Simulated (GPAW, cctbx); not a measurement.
# By hand: from a DFT structure factor to an extinction distance in SbP

SbP, R-3m (no. 166), a = 3.8865 Å, b = 3.8865 Å, c = 10.1538 Å, α = 90.00°, β = 90.00°, γ = 120.00°.

```
atom  mult.    x    y    z
 Sb1      3  1/3  2/3  1/6
  P1      3    0    0    0
```

The cell comes from substitution in a known structure type and wasn't matched to any measured phase.

A DFT run (GPAW, PBE, 450 eV, 6×6×6 k-points, Fermi–Dirac width 0.05 eV) gives the static X-ray structure factor of 003 as 97.054 e for the conventional cell; superposed free atoms give 97.521 e. **Problem.** Find the Fourier component V of the crystal potential and the two-beam extinction distance at 300 kV in both cases.

**1. Geometry**

The cell volume is Ω = 132.82 Å³ and d(003) = 3.3846 Å, so g = 1/d = 0.2955 Å⁻¹.

**2. The nuclei**

Electrons feel nuclei as well as electrons, so the nuclear charges are summed with the same phases.

Phase sums Σ exp(2πi h·x), turned so that the total is real and positive: Sb +3.000, P -3.000. Then F_Z = 51 × (+3.000) + 15 × (-3.000) = 108.00 e. The electron term has the same sign for this reflection.

**3. Mott–Bethe**

Poisson's equation, term by term, gives V = (e/4πε₀)(F_Z − F)/(πΩg²), with e/4πε₀ = 14.3996 V Å.

The prefactor is 14.3996 × 3.3846²/(π × 132.82) = 0.39531 V per electron. Free atoms: (108.00 − 97.521) × 0.39531 = 4.142 V. Crystal: (108.00 − 97.054) × 0.39531 = 4.327 V. F changes by -0.48 % and V by +4.5 %: the same 0.47 e is measured against F_Z − F = 10.5 e in place of F = 97.5 e.

**4. Extinction distance**

In the two-beam case ξ = 1/(λU) with U = 2γm₀eV/h², that is ξ = 150.41 V Å²/(γλV).

At 300 kV, λ = 0.01969 Å and γ = 1.5871. Free atoms: ξ = 1162 Å. Crystal: ξ = 1112 Å. The thickness fringes go as sin²(πt/ξ), so the two patterns slip by a quarter of a period when t|1/ξ₁ − 1/ξ₀| = 1/4, at t ≈ 652 nm. Thermal motion, absorption and many-beam coupling, left out here, change a real pattern.

**5. Answer**

V(003) is 4.33 V against 4.14 V, and ξ is 1112 against 1162 Å. Limits: static atoms, two beams.

[Outputs are excerpts: Python notices, other lines and further rows are left out; steps that failed or that the build refused (PBEsol, TPSS) are not shown.]

[Logs are printed without paths, hosts, clocks, repeated set-up lines and the standing remarks that a program may print on its own settings, such as how far it seeks lower states.]
